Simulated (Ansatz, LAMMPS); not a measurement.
# Glassy Na2Si4O9 (90 atoms): geometry optimisation

How does glassy Na2Si4O9 (90 atoms) relax, and what do bonds, charges and levels look like afterwards?

Main program and level: Ansatz 0.2.0; Kohn-Sham DFT, PBE, PAW (set soft_2), plane waves.

Measured values to set the calculation against. Na-O nearest neighbour distance in sodium silicate glasses from Zotov and Keppler (1998), who studied sodium tetrasilicate glass by neutron diffraction (as quoted in “Computer modeling of natural silicate melts: what can we learn from ab   initio simulations”, 2009, arxiv:0907.2530): nearest Na–O distance 2.425 Å. Si-Na distance estimated from earlier sodium K-edge XAFS experiments (refs. 26, 27), quoted for comparison with the simulated glass (as quoted in “Structural and electronic properties of the sodium tetrasilicate glass   Na2Si4O9 from classical and ab initio molecular-dynamics   simulations”, 2001, arxiv:cond-mat/0109263): nearest Si–Na distance 3.8 Å; nearest Na–Na distance 3.2 Å.

Most raw output is cut from this account.

### Step 1. The structure

The cell holds 90 atoms: 12 Na, 54 O and 24 Si. Its edges and angles: a = 10.817 Å, b = 10.817 Å, c = 10.817 Å, α = 90.0°, β = 90.0°, γ = 90.0°. 90 atoms (12 Na, 54 O, 24 Si) placed at random at 2.38 g/cm³, melted at 4500 K for 20 ps at fixed volume with the Morse and Coulomb pair potential with partial charges (Pedone, Malavasi, Menziani, Cormack and Segre, J. Phys. Chem. B 110, 11780 (2006)). Quenched from 4500 K to 300 K at 10 K/ps and fixed volume, held 5 ps.

What the set-up can't give: The quench rate of 10 K/ps is orders of magnitude faster than experiment, which tends to freeze in extra defects. The starting topology of bonds comes from the classical model. The Brillouin zone is sampled at Γ only, in a cell whose shortest periodic width is 11 Å.

### Step 2. How the cell was made

A classical potential supplies the starting structure, since it reaches far longer times than DFT.

This step: classical MD, Morse and Coulomb pair potential with partial charges (Pedone, Malavasi, Menziani, Cormack and Segre, J. Phys. Chem. B 110, 11780 (2006)) (LAMMPS 22 Jul 2025 - Update 4).

Input file in.lmp:

```
# melt-quench of Na12O54Si24
units metal
atom_style charge
boundary p p p
region box block 0 10.8166 0 10.8166 0 10.8166
create_box 3 box
mass 1 22.9898   # Na
mass 2 15.9990   # O
mass 3 28.0850   # Si
create_atoms 1 random 12 53329 NULL overlap 1.5 maxtry 2000
create_atoms 2 random 54 53336 NULL overlap 1.5 maxtry 2000
create_atoms 3 random 24 53343 NULL overlap 1.5 maxtry 2000
pair_style hybrid/overlay pedone 5.5 coul/long 8.0
pair_coeff * * coul/long
pair_coeff 1 2 pedone 0.023363 1.763867 3.006315 5   # Na-O
pair_coeff 2 2 pedone 0.042395 1.379316 3.618701 22   # O-O
pair_coeff 2 3 pedone 0.340554 2.006700 2.100000 1   # Si-O
set type 1 charge 0.6
set type 2 charge -1.2
set type 3 charge 2.4
kspace_style pppm 1.0e-4
neigh_modify delay 0 every 1 check yes
thermo_style custom step time temp pe press density
thermo_modify norm yes
timestep 0.002
thermo 100
min_style cg
minimize 1e-4 1e-4 200 2000
reset_timestep 0
velocity all create 4500 53330 mom yes dist gaussian
fix lim all nve/limit 0.05
fix lan all langevin 4500 4500 0.2 53331 zero yes
thermo 500
run 1000 post no
# [... 7 lines left out ...]
fix md all nvt temp 4500 300 0.2
run 210000 post no
unfix md
thermo 1250
fix md all nvt temp 300 300 0.2
run 2500 post no
unfix md
write_dump all custom glass.dump id type xs ys zs modify sort id
```

On the command line:

```sh
lmp -in in.lmp -log none -nocite
```

Wall time 81 s (1 thread of Arm Neoverse V2, shared host); peak memory 0.066 GiB.

### Step 3. Single point at the start

A single point comes first, to see the forces before anything moves.

Input file input.yaml:

```yaml
crystal:
  lattice:
    - [10.8166, 0.0, 0.0]
    - [0.0, 10.8166, 0.0]
    - [0.0, 0.0, 10.8166]
  atoms:
    - { symbol: Na, position: [0.19641, 0.33609, 0.52275] }
    - { symbol: Na, position: [0.70591, 0.3175, 0.09332] }
    - { symbol: Na, position: [0.54318, 0.22382, 0.80977] }
    - { symbol: Na, position: [0.21363, 0.77536, 0.12511] }
    - { symbol: Na, position: [0.81742, 0.54663, 0.60683] }
    - { symbol: Na, position: [0.98258, 0.54284, 0.13784] }
    - { symbol: Na, position: [0.62995, 0.72093, 0.67421] }
    - { symbol: Na, position: [0.03236, 0.52307, 0.38889] }
[... 78 atom lines left out ...]
    - { symbol: Si, position: [0.54149, 0.39368, 0.56962] }
    - { symbol: Si, position: [0.73699, 0.77833, 0.35324] }
    - { symbol: Si, position: [0.49926, 0.07517, 0.05717] }
    - { symbol: Si, position: [0.49931, 0.13193, 0.49174] }
kpoints:
  mp_grid: { grid: [1, 1, 1] }
hamiltonian:
  xc: pbe
scf:
  occupations: { method: fixed }
output:
  forces: true
  stress: true
  populations: true
  dos:
    method: { smearing: { sigma: 0.08 } }
    de: 0.1
    projected: { site_lists: { Na: [Na], O: [O], Si: [Si] } }
  eigenvalues: true
```

On the command line:

```sh
ansatz run input.yaml --threads 4 --pin off --max-ram 8192MiB --backend cpu --events-out ev --progress --plain --runs-dir out
```

Elapsed: 18 s, on 4 threads of Arm Neoverse V2, shared host; peak memory 1.5 GiB.

Read from the output:

- free energy: -63824.8664 eV
- free energy per atom: -709.1652 eV/atom
- SCF cycles: 9
- pressure: 5.017 GPa
- r.m.s. force component: 1.283 eV/Å
- longest force: 5.49 eV/Å
- Fermi energy: 3.721 eV
- gap (highest filled to lowest empty level): 2.874 eV
- spilling of the projection: 0.01093

The r.m.s. force component of 1.3 eV/Å and the pressure of 5.0 GPa set the starting point.

Length of the force by element:

```
element  coordination  atoms  mean length of the force (eV/Å)  spread  least  most
     Na           all     12                            0.670   0.208  0.412  1.13
      O           all     54                             1.98    1.06  0.518  5.49
     Si           all     24                             2.41    1.04  0.606  4.44
```

### Step 4. Relaxation

The atoms are relaxed in the fixed cell, aiming at the force tolerance of the input.

input.yaml, the sections that differ from step 3:

```yaml
output:
  forces: true
relax:
  f_tol: 0.05
  max_steps: 200
# crystal, kpoints, hamiltonian, scf: as in step 3
```

Run time: 84 s. Hardware: 4 threads; peak memory 1.3 GiB; 5.1 min of CPU time.

Step by step:

```
step  energy less that of the first step (eV)  largest force component (eV/Å)
   1                                   0.0000                          4.5873
   2                                  -3.9204                          2.2253
   3                                  -6.4878                          1.0061
   4                                  -7.1798                          0.3347
   5                                  -7.4372                          0.2129
   6                                  -7.5517                          0.1253
   7                                  -7.6203                          0.1412
   8                                  -7.6403                          0.1087
   9                                  -7.6453                          0.1327
  10                                  -7.6569                          0.0371
  11                                  -7.6569                          0.0369
```

The atoms that moved most (Å):

```
atom      dx      dy      dz  length
Na11  -0.357  -0.648  -0.348   0.817
 Na6   0.059  -0.567  -0.346   0.667
 O29  -0.427   0.275  -0.168   0.535
 O27  -0.436  -0.073   0.294   0.531
 O17  -0.137  -0.235  -0.453   0.529
 O60   0.426   0.148   0.170   0.482
 O24  -0.133  -0.313  -0.330   0.474
 Na5  -0.112  -0.442  -0.075   0.462
```

The relaxation changed the energy by -85.1 meV/atom, and atoms moved by 0.30 Å r.m.s., 0.82 Å at most.

### Step 5. Local order after relaxation

Bonds before and after, by the cutoffs listed below:

```
pair  bonds before  bonds after  mean before (Å)  mean after (Å)  spread before (Å)  spread after (Å)
O-Si            96           96            1.619           1.643              0.051             0.036
O-Na            49           53            2.442           2.396              0.213             0.155
```

Density 2.38 g/cm³, 14.06 Å³ an atom.

Pair distribution functions g(r), in bins of 0.2 Å:

```
r (Å)  total   O-O   O-Si  O-Na  Si-Si  Si-Na  Na-Na
 1.50   0.55  0.00   1.73  0.00   0.00   0.00   0.00
 1.70   3.88  0.00  12.12  0.00   0.00   0.00   0.00
 1.90   0.00  0.00   0.00  0.00   0.00   0.00   0.00
 2.10   0.08  0.00   0.00  0.50   0.00   0.00   0.00
 2.30   0.64  0.00   0.00  4.00   0.00   0.00   0.00
 2.50   0.59  0.74   0.00  2.00   0.00   0.00   0.00
 2.70   2.31  6.04   0.00  0.75   0.23   0.00   0.00
 2.90   0.35  0.41   0.00  0.26   0.82   1.06   1.61
 3.10   0.89  0.54   0.16  0.57   5.28   2.00   2.17
 3.30   0.95  0.79   0.57  0.98   1.32   2.90   1.29
 3.50   1.01  0.51   1.20  1.14   0.00   3.29   1.16
 3.70   0.83  0.58   1.11  0.92   0.00   1.40   1.02
 3.90   1.00  0.66   1.60  1.13   0.00   0.70   0.93
 4.10   1.14  0.76   1.98  0.88   0.51   0.74   0.41
 4.30   1.10  0.84   1.62  1.01   0.84   0.76   0.75
 4.50   0.91  0.89   0.71  1.38   1.19   0.60   1.02
 4.70   1.02  1.26   0.65  1.33   0.86   1.03   0.63
 4.90   1.17  1.48   0.81  1.33   1.39   0.95   0.29
 5.10   0.99  1.28   0.73  0.87   1.21   0.67   1.36
 5.30   1.06  1.40   0.79  0.80   1.69   0.68   0.25
```

Bonds by pair of elements; cutoffs follow the first minimum of g(r), held within bounds set by covalent radii, and pairs that aren't listed don't count as bonded:

```
pair A-B  cutoff (Å)  bonds  mean length (Å)  spread (Å)  shortest (Å)  B about A  A about B
    O-Si        2.08     96             1.64       0.036          1.56       1.78          4
    O-Na        2.88     53             2.40       0.155          2.14      0.981       4.42
```

How many atoms have how many bonded neighbours:

```
element  mean   2   3   4  5  6
     Na  4.42   0   3   4  2  3
      O  2.76  19  29   6  0  0
     Si     4   0   0  24  0  0
```

Bond angles (no mean is given where the spread exceeds 20°):

```
  angle  count  mean (°)  spread (°)
 O-Si-O    144       109         4.6
 O-Na-O     98         -           -
Na-O-Si     78       110          17
Si-O-Si     42       143        12.4
Na-O-Na     22         -           -
```

Oxygen atoms by the number of network formers (Si, P, Ge, B, Al, As, Ga) bound to them:

```
network formers bound to O  O atoms  per cent
                         0        0         0
                         1       12      22.2
                         2       42      77.8
```

Network units: each former by its oxygen neighbours and how many of them bridge to another former:

```
former  O neighbours  bridging O  atoms
    Si             4           2      1
    Si             4           3     10
    Si             4           4     13
```

Bond length by coordination (bonds to H left out):

```
element  coordination  atoms  mean bond length (Å)
     Na             3      3                  2.28
     Na             4      4                  2.38
     Na             5      2                  2.44
     Na             6      3                  2.45
      O             2     19                  1.66
      O             3     29                  1.96
      O             4      6                  2.14
```

Rings of the network by King's shortest-path rule, up to 12 atoms, one path for each pair of neighbours; H, halogens, alkali and alkaline-earth atoms are left out, and the last column divides by all other atoms, bonded or not:

```
ring size (atoms)  rings  per network atom
                8      2             0.026
               10      3             0.038
               12      9             0.115
```

For some of the pairs, g(r) has its first main peak near 2.7 Å (O-O), 1.6 Å (O-Si), 2.3 Å (O-Na), 3.1 Å (Si-Si), 3.4 Å (Si-Na) and 3.0 Å (Na-Na). Counting bonds as in the table, 33 % of Na atoms have 4, 54 % of O atoms have 3 and all Si atoms have 4 bonded neighbours. The O-Si-O angle averages 109° with a spread of 5°. 78 % of the oxygens bridge two formers (Si) and 22 % are non-bridging. The commonest Si unit has 4 oxygens, 4 of them shared with other formers (13 of 24 atoms). Rings of 12 atoms are the most common (64 % of those counted); sizes run from 8 to 12, where the search stops.

(Continued in part 2 of 2.)

[Logs are printed without paths, hosts, clocks, repeated set-up lines and the standing remarks that a program may print on its own settings, such as how far it seeks lower states.]

[Hosts, paths, dates, database ids (printed as entryN), source tags and the programs' standing remarks are cut or masked in the printed files.]
